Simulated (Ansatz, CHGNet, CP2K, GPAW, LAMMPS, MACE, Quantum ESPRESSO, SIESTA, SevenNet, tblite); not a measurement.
# Running amorphous Si (114 atoms) with CP2K, part 2 of 3

Wanted: CP2K inputs and outputs for amorphous Si (114 atoms), checked against a plane-wave reference.

Program: CP2K 2026.2; the method stands at each step. Banners, paths, timers and routine set-up lines are dropped from the logs unmarked, and long logs keep their key lines alone; longer cuts are marked.

So far. Step 2 (PBE, DZVP-UZH, 350/50 Ry, diagonalisation): Forces lie 4.6 % from the reference's, at 0.53 times its CPU time. Step 3 (GFN1-xTB, diagonalisation): Against the first run (4.6 %), the force difference from the reference is 29 %, at 0.097 times the CPU time (on 1 against 4 cores) (108 SCF steps against 19); the model has changed, so this is no error of the program alone.

### 4. PBE, SZV-MOLOPT-SR, 350/50 Ry, diagonalisation

Method: Kohn-Sham DFT, PBE, GTH-PBE pseudopotentials, Gaussian and plane waves, SZV-MOLOPT-SR-GTH, diagonalisation.

input.inp reads:

```
&GLOBAL
  PROJECT cell
  RUN_TYPE ENERGY_FORCE
  PRINT_LEVEL LOW
&END GLOBAL
&FORCE_EVAL
  METHOD QS
  STRESS_TENSOR ANALYTICAL
  &DFT
    BASIS_SET_FILE_NAME BASIS_MOLOPT
    POTENTIAL_FILE_NAME GTH_POTENTIALS
    &MGRID
      CUTOFF 350
      REL_CUTOFF 50
    &END MGRID
    &QS
      EPS_DEFAULT 1.0E-12
    &END QS
    &SCF
      SCF_GUESS ATOMIC
      EPS_SCF 1.0E-06
      MAX_SCF 200
      ADDED_MOS 51
      &DIAGONALIZATION
        ALGORITHM STANDARD
      &END DIAGONALIZATION
      &SMEAR ON
        METHOD FERMI_DIRAC
        ELECTRONIC_TEMPERATURE [K] 580
      &END SMEAR
      &MIXING
        METHOD BROYDEN_MIXING
        ALPHA 0.15
        NBROYDEN 8
      &END MIXING
      &PRINT
        &RESTART OFF
        &END RESTART
      &END PRINT
    &END SCF
    &XC
      &XC_FUNCTIONAL PBE
      &END XC_FUNCTIONAL
    &END XC
    &PRINT
      &MULLIKEN ON
      &END MULLIKEN
      &LOWDIN ON
      &END LOWDIN
      &MO ON
        EIGENVALUES T
        OCCUPATION_NUMBERS T
        MO_INDEX_RANGE 217 240
        &EACH
          QS_SCF 0
        &END EACH
        ADD_LAST NUMERIC
      &END MO
    &END PRINT
  &END DFT
  &SUBSYS
    &CELL
      A 13.28010 0.00000 0.00000
      B 0.00000 13.28010 0.00000
      C 0.00000 0.00000 13.28010
    &END CELL
    &COORD
[... 114 atom lines left out: the same atoms as in the first run ...]
    &END COORD
    &KIND Si
      BASIS_SET SZV-MOLOPT-SR-GTH-q4
      POTENTIAL GTH-PBE-q4
    &END KIND
  &END SUBSYS
  &PRINT
    &FORCES ON
    &END FORCES
    &STRESS_TENSOR ON
    &END STRESS_TENSOR
  &END PRINT
&END FORCE_EVAL
```

The run is started by

```bash
> OMP_NUM_THREADS=1 cp2k.psmp -i input.inp > output.txt
```

Numbers of over 12 decimals in the logs are rounded to 6 here.

The program printed:

```text
CP2K| version string:                                       CP2K version 2026.2
 CP2K| Input file name                                                 input.inp
 GLOBAL| Basis set file name                                        BASIS_MOLOPT
 GLOBAL| Potential file name                                      GTH_POTENTIALS
[... lines left out ...]
 Number of electrons:                                                        456
[... lines left out ...]
  Step     Update method      Time    Convergence         Total energy    Change
[... lines left out ...]
  *** SCF run converged in    20 steps ***
[... lines left out ...]
  Fermi energy:                                                 0.232517
  Total energy:                                              -444.218748
  Total energy (extrapolated to T->0):                       -444.217663
[... lines left out ...]
 MO| E(Fermi):            0.232517 a.u.          6.327121 eV
[... lines left out ...]
 ENERGY| Total FORCE_EVAL ( QS ) energy [hartree]           -444.218735
[... lines left out ...]
 FORCES|      1  1.37837651E-02  6.32664922E-03 -3.32470394E-03   1.55265041E-02
 FORCES|      2 -4.49159449E-03 -1.47786647E-02  1.33610958E-02   2.04230808E-02
 FORCES|      3  2.90162576E-02 -3.02510351E-02 -3.44327306E-02   5.42464862E-02
[...]
FORCES|    113 -2.98204014E-02  1.31861775E-02 -1.67579267E-02   3.66600562E-02
 FORCES|    114  3.02130036E-05  9.01943480E-03  1.69632461E-02   1.92120492E-02
 FORCES| Sum    -1.69182723E-06 -1.63271212E-06 -9.18422472E-07
 FORCES| Total atomic force                                       2.52418860E-06
 STRESS| Analytical stress tensor [bar]
 STRESS|                        x                   y                   z
 STRESS|      x        8.42629796825E+04   8.68779625457E+03  -6.06579278106E+03
 STRESS|      y        8.68779625457E+03   5.64298309713E+04  -1.31777377786E+04
 STRESS|      z       -6.06579278106E+03  -1.31777377786E+04   7.30206190400E+04
 STRESS| 1/3 Trace                                             7.12378098980E+04
```

The job ended after 2.4 min (1 thread of Arm Neoverse V2, shared host; peak memory 2.3 GiB).

Numbers from this run, and their distance from the reference:

| Item | Value |
| --- | --- |
| r.m.s. force component | 1.112 eV/Å |
| r.m.s. difference of force components | 368.5 meV/Å |
| longest difference of force vectors | 1269 meV/Å |
| force difference over r.m.s. force | 45.33 % |
| slope of forces against the reference's | 1.334 |
| correlation of force components | 0.9746 |
| pressure | 7.124 GPa |
| pressure difference | 6.37 GPa |

This is a coarse setting, run to see what it loses.

Against the first run (4.6 %), the force difference from the reference is 45 %, at 0.25 times the CPU time (on 1 against 4 cores), with 456 basis functions against 1482; this set comes with other potentials too, so the change isn't the basis's alone.

### 5. PBE, TZVP-UZH, 350/50 Ry, diagonalisation

Method: Kohn-Sham DFT, PBE, GTH-PBE pseudopotentials, Gaussian and plane waves, TZVP-MOLOPT (UZH set), diagonalisation.

input.inp, as its differences from that of step 4:

```diff
@@ -9,4 +9,4 @@
   &DFT
-    BASIS_SET_FILE_NAME BASIS_MOLOPT
-    POTENTIAL_FILE_NAME GTH_POTENTIALS
+    BASIS_SET_FILE_NAME BASIS_MOLOPT_UZH
+    POTENTIAL_FILE_NAME POTENTIAL_UZH
     &MGRID
@@ -67,6 +67,31 @@
     &COORD
-[... 114 atom lines left out: the same atoms as in the first run ...]
+      SCALED
+      Si 0.27271 0.45527 0.53575
+      Si 0.65663 0.82404 0.83841
+      Si 0.28044 0.28470 0.54529
+      Si 0.68500 0.36899 0.78863
+      Si 0.31388 0.48726 0.26038
+      Si 0.30605 0.13398 0.04851
+      Si 0.54733 0.54833 0.42920
+      Si 0.80753 0.00961 0.42012
+      Si 0.33360 0.61136 0.13283
+      Si 0.27329 0.00607 0.42592
+      Si 0.34828 0.90577 0.18817
+      Si 0.84802 0.34094 0.56586
+      Si 0.67982 0.59206 0.69285
+      Si 0.09659 0.42724 0.55374
+      Si 0.06306 0.54724 0.68574
+      Si 0.92123 0.12448 0.34078
+      Si 0.86481 0.62757 0.91300
+      Si 0.20791 0.17096 0.42061
+      Si 0.69556 0.72938 0.58116
+      Si 0.35845 0.55137 0.41212
+[... 90 atom lines left out ...]
+      Si 0.85651 0.26712 0.96059
+      Si 0.63881 0.04135 0.03515
+      Si 0.62556 0.03781 0.21191
+      Si 0.22034 0.94236 0.57356
     &END COORD
     &KIND Si
-      BASIS_SET SZV-MOLOPT-SR-GTH-q4
+      BASIS_SET TZVP-MOLOPT-PBE-GTH-q4
       POTENTIAL GTH-PBE-q4
```

The run is started by

```bash
> OMP_NUM_THREADS=1 mpirun -np 4 cp2k.psmp -i input.inp > output.txt
```

The program printed:

```text
CP2K| version string:                                       CP2K version 2026.2
 CP2K| Input file name                                                 input.inp
 GLOBAL| Basis set file name                                    BASIS_MOLOPT_UZH
 GLOBAL| Potential file name                                       POTENTIAL_UZH
 GLOBAL| Run type                                                   ENERGY_FORCE
 GLOBAL| Total number of message passing processes                             4
 GLOBAL| Number of threads for this process                                    1
 TOTAL NUMBERS AND MAXIMUM NUMBERS
  Total number of            - Atomic kinds:                                   1
                             - Atoms:                                        114
[... lines left out ...]
                        Smear method:                                FERMI_DIRAC
[... lines left out ...]
 Number of electrons:                                                        456
[... lines left out ...]
  Step     Update method      Time    Convergence         Total energy    Change
[... lines left out ...]
  *** SCF run converged in    19 steps ***
[... lines left out ...]
  Fermi energy:                                                 0.192446
  Total energy:                                              -447.551642
  Total energy (extrapolated to T->0):                       -447.548877
[... lines left out ...]
 MO| E(Fermi):            0.192446 a.u.          5.236716 eV
[... lines left out ...]
       1     Si       1          3.981150                              0.018850
       2     Si       1          3.990592                              0.009408
       3     Si       1          4.040440                             -0.040440
[...]
# Total charge                            456.000000                  0.000000
 !-----------------------------------------------------------------------------!
 LOWDIN POPULATION ANALYSIS
 #  Atom  Element  Kind  Atomic population                           Net charge
[...]
113     Si       1          4.045825                             -0.045825
     114     Si       1          4.039697                             -0.039697
 # Total charge                            456.000000                  0.000000
 ENERGY| Total FORCE_EVAL ( QS ) energy [hartree]           -447.551638
 FORCES| Atomic forces [hartree/bohr]
 FORCES|   Atom     x               y               z               |f|
 FORCES|      1  4.12849379E-03  8.15328569E-03 -3.38165385E-04   9.14521100E-03
 FORCES|      2 -1.13766700E-02 -1.19323927E-02  8.44070976E-03   1.85217763E-02
 FORCES|      3  1.66193973E-02 -1.63272417E-02 -2.22714743E-02   3.22304476E-02
[...]
FORCES|    113 -2.20418506E-02  8.77512956E-03 -1.55443211E-02   2.83632155E-02
 FORCES|    114 -6.82415081E-04  2.56028068E-03  1.14057286E-02   1.17094565E-02
 FORCES| Sum    -1.89221657E-07 -1.40361488E-07 -2.72123062E-07
 FORCES| Total atomic force                                       3.59940472E-07
 STRESS| Analytical stress tensor [bar]
 STRESS|                        x                   y                   z
 STRESS|      x        1.26087726239E+04   6.17830864613E+03  -3.57923132742E+03
 STRESS|      y        6.17830864613E+03  -1.81616681256E+03  -9.78372389731E+03
 STRESS|      z       -3.57923132742E+03  -9.78372389731E+03   8.74525986728E+03
 STRESS| 1/3 Trace                                             6.51262189287E+03
```

Elapsed: 2.7 min, on 4 MPI ranks; peak memory 4.3 GiB.

Numbers from this run, and their distance from the reference:

```
r.m.s. force component                  : 0.8127 eV/Å
r.m.s. difference of force components   : 24.95 meV/Å
longest difference of force vectors     : 93.75 meV/Å
force difference over r.m.s. force      : 3.069 %
slope of forces against the reference's : 0.9994
correlation of force components         : 0.9995
pressure                                : 0.6513 GPa
pressure difference                     : -0.103 GPa
```

Against the first run (4.6 %), the force difference from the reference is 3.1 %, at 1.1 times the CPU time, with 1938 basis functions against 1482: the larger basis brings the forces nearer.

### 6. LDA, DZVP-MOLOPT-SR, 350/50 Ry, diagonalisation

Method: Kohn-Sham DFT, LDA, GTH-PADE pseudopotentials, Gaussian and plane waves, DZVP-MOLOPT-SR-GTH, diagonalisation.

input.inp, as its differences from that of step 5:

```diff
@@ -9,4 +9,4 @@
   &DFT
-    BASIS_SET_FILE_NAME BASIS_MOLOPT_UZH
-    POTENTIAL_FILE_NAME POTENTIAL_UZH
+    BASIS_SET_FILE_NAME BASIS_MOLOPT
+    POTENTIAL_FILE_NAME GTH_POTENTIALS
     &MGRID
@@ -41,3 +41,3 @@
     &XC
-      &XC_FUNCTIONAL PBE
+      &XC_FUNCTIONAL PADE
       &END XC_FUNCTIONAL
@@ -71,4 +71,4 @@
     &KIND Si
-      BASIS_SET TZVP-MOLOPT-PBE-GTH-q4
-      POTENTIAL GTH-PBE-q4
+      BASIS_SET DZVP-MOLOPT-SR-GTH-q4
+      POTENTIAL GTH-PADE-q4
     &END KIND
```

The run is started by

```bash
> OMP_NUM_THREADS=2 cp2k.psmp -i input.inp > output.txt
```

The program printed:

```text
CP2K| version string:                                       CP2K version 2026.2
 CP2K| Input file name                                                 input.inp
 GLOBAL| Basis set file name                                        BASIS_MOLOPT
 GLOBAL| Potential file name                                      GTH_POTENTIALS
 GLOBAL| Run type                                                   ENERGY_FORCE
 GLOBAL| Total number of message passing processes                             1
 GLOBAL| Number of threads for this process                                    2
[... lines left out ...]
                        Smear method:                                FERMI_DIRAC
[... lines left out ...]
 Number of electrons:                                                        456
[... lines left out ...]
  Step     Update method      Time    Convergence         Total energy    Change
[... lines left out ...]
  *** SCF run converged in    17 steps ***
[... lines left out ...]
  Fermi energy:                                                 0.182251
  Total energy:                                              -450.823007
  Total energy (extrapolated to T->0):                       -450.820051
[... lines left out ...]
 MO| E(Fermi):            0.182251 a.u.          4.959296 eV
[... lines left out ...]
     113     Si       1          4.073723                             -0.073723
     114     Si       1          4.078257                             -0.078257
 # Total charge                            456.000000                  0.000000
 ENERGY| Total FORCE_EVAL ( QS ) energy [hartree]           -450.823087
 FORCES| Atomic forces [hartree/bohr]
 FORCES|   Atom     x               y               z               |f|
 FORCES|      1  4.31311179E-03  6.91485176E-03  2.42566220E-04   8.15333959E-03
 FORCES|      2 -1.02387681E-02 -1.14555864E-02  7.95506673E-03   1.73016161E-02
 FORCES|      3  1.65282263E-02 -1.62174505E-02 -2.08051358E-02   3.11294337E-02
[...]
FORCES|    113 -2.13693617E-02  8.72623529E-03 -1.42118784E-02   2.71067204E-02
 FORCES|    114 -7.98891095E-04  3.16916042E-03  9.88994828E-03   1.04159916E-02
 FORCES| Sum    -2.99638933E-08 -2.31294703E-08 -2.76102221E-08
 FORCES| Total atomic force                                       4.68522322E-08
 STRESS| Analytical stress tensor [bar]
 STRESS|                        x                   y                   z
 STRESS|      x       -2.27679265687E+04   6.28275328842E+03  -3.50834363922E+03
 STRESS|      y        6.28275328842E+03  -3.72674305287E+04  -9.70011297515E+03
 STRESS|      z       -3.50834363922E+03  -9.70011297515E+03  -2.70209200310E+04
 STRESS| 1/3 Trace                                            -2.90187590428E+04
```

The job ended after 2.1 min (2 threads; peak memory 2.5 GiB; 3.9 min of CPU time).

Compared with the plane-wave run:

```
r.m.s. force component                  : 0.7797 eV/Å
r.m.s. difference of force components   : 62.49 meV/Å
longest difference of force vectors     : 200.8 meV/Å
force difference over r.m.s. force      : 7.689 %
slope of forces against the reference's : 0.9571
correlation of force components         : 0.9978
pressure                                : -2.902 GPa
pressure difference                     : -3.656 GPa
```

Against the first run (4.6 %), the force difference from the reference is 7.7 %, at 0.41 times the CPU time (on 2 against 4 cores); the model has changed, so this is no error of the program alone.

### 7. PBE, DZVP-UZH, 175/50 Ry, diagonalisation

Method: Kohn-Sham DFT, PBE, GTH-PBE pseudopotentials, Gaussian and plane waves, DZVP-MOLOPT (UZH set), diagonalisation.

input.inp, as its differences from that of step 6:

```diff
@@ -9,6 +9,6 @@
   &DFT
-    BASIS_SET_FILE_NAME BASIS_MOLOPT
-    POTENTIAL_FILE_NAME GTH_POTENTIALS
+    BASIS_SET_FILE_NAME BASIS_MOLOPT_UZH
+    POTENTIAL_FILE_NAME POTENTIAL_UZH
     &MGRID
-      CUTOFF 350
+      CUTOFF 175
       REL_CUTOFF 50
@@ -41,3 +41,3 @@
     &XC
-      &XC_FUNCTIONAL PADE
+      &XC_FUNCTIONAL PBE
       &END XC_FUNCTIONAL
@@ -71,4 +71,4 @@
     &KIND Si
-      BASIS_SET DZVP-MOLOPT-SR-GTH-q4
-      POTENTIAL GTH-PADE-q4
+      BASIS_SET DZVP-MOLOPT-PBE-GTH-q4
+      POTENTIAL GTH-PBE-q4
     &END KIND
```

The program printed:

```text
CP2K| version string:                                       CP2K version 2026.2
 CP2K| Input file name                                                 input.inp
 GLOBAL| Basis set file name                                    BASIS_MOLOPT_UZH
 GLOBAL| Potential file name                                       POTENTIAL_UZH
 GLOBAL| Run type                                                   ENERGY_FORCE
 GLOBAL| Total number of message passing processes                             1
 GLOBAL| Number of threads for this process                                    2
 TOTAL NUMBERS AND MAXIMUM NUMBERS
  Total number of            - Atomic kinds:                                   1
                             - Atoms:                                        114
[... lines left out ...]
                        Smear method:                                FERMI_DIRAC
[... lines left out ...]
 Number of electrons:                                                        456
[... lines left out ...]
  Step     Update method      Time    Convergence         Total energy    Change
[... lines left out ...]
  *** SCF run converged in    19 steps ***
[... lines left out ...]
  Fermi energy:                                                 0.194007
  Total energy:                                              -447.467566
  Total energy (extrapolated to T->0):                       -447.464846
[... lines left out ...]
 MO| E(Fermi):            0.194007 a.u.          5.279191 eV
[... lines left out ...]
       1     Si       1          4.003613                             -0.003613
       2     Si       1          4.001360                             -0.001360
       3     Si       1          4.015095                             -0.015095
[...]
# Total charge                            456.000000                  0.000000
 !-----------------------------------------------------------------------------!
 LOWDIN POPULATION ANALYSIS
 #  Atom  Element  Kind  Atomic population                           Net charge
[...]
113     Si       1          4.041910                             -0.041910
     114     Si       1          4.036463                             -0.036463
 # Total charge                            456.000000                  0.000000
 ENERGY| Total FORCE_EVAL ( QS ) energy [hartree]           -447.467554
 FORCES| Atomic forces [hartree/bohr]
 FORCES|   Atom     x               y               z               |f|
 FORCES|      1  4.50964602E-03  7.59409475E-03 -2.24659310E-04   8.83502428E-03
 FORCES|      2 -1.12543657E-02 -1.22685141E-02  8.75560329E-03   1.88105761E-02
 FORCES|      3  1.68350511E-02 -1.64916400E-02 -2.24500215E-02   3.25483732E-02
[...]
FORCES|    113 -2.22781489E-02  8.91836733E-03 -1.53655057E-02   2.84947708E-02
 FORCES|    114 -7.49285760E-04  2.97232960E-03  1.13210205E-02   1.17286690E-02
 FORCES| Sum    -2.74779807E-06 -5.92276541E-06 -4.29587709E-06
 FORCES| Total atomic force                                       7.81563205E-06
 STRESS| Analytical stress tensor [bar]
 STRESS|                        x                   y                   z
 STRESS|      x        1.15507494215E+04   6.31796735134E+03  -3.57719334875E+03
 STRESS|      y        6.31796735134E+03  -3.19926729509E+03  -1.00044491199E+04
 STRESS|      z       -3.57719334875E+03  -1.00044491199E+04   7.65574401060E+03
 STRESS| 1/3 Trace                                             5.33574204567E+03
```

It took 4.5 min on 2 threads; peak memory 1.3 GiB.

Against the reference:

* r.m.s. force component: 0.8192 eV/Å
* r.m.s. difference of force components: 37.07 meV/Å
* longest difference of force vectors: 131.5 meV/Å
* force difference over r.m.s. force: 4.56 %
* slope of forces against the reference's: 1.007
* correlation of force components: 0.999
* pressure: 0.5336 GPa
* pressure difference: -0.2207 GPa
* energy less the same-level run's: -0.0004 meV/atom
* r.m.s. force difference from the same-level run: 0.054 meV/Å

This is a coarse setting, run to see what it loses.

Against the first run (4.6 %), the force difference from the reference is 4.6 %, at 0.91 times the CPU time (on 2 against 4 cores): the change moves forces by 0.054 meV/Å r.m.s., so most of the difference comes from elsewhere.

(Continued in part 3 of 3.)

[Also dropped from logs without a mark: logging warnings of Python, and SIESTA's first energy breakdown and zero terms.]

[Logs are printed without paths, hosts, clocks, repeated set-up lines and the standing remarks that a program may print on its own settings, such as how far it seeks lower states.]

[Hosts, paths, dates, database ids (printed as entryN), source tags and the programs' standing remarks are cut or masked in the printed files.]
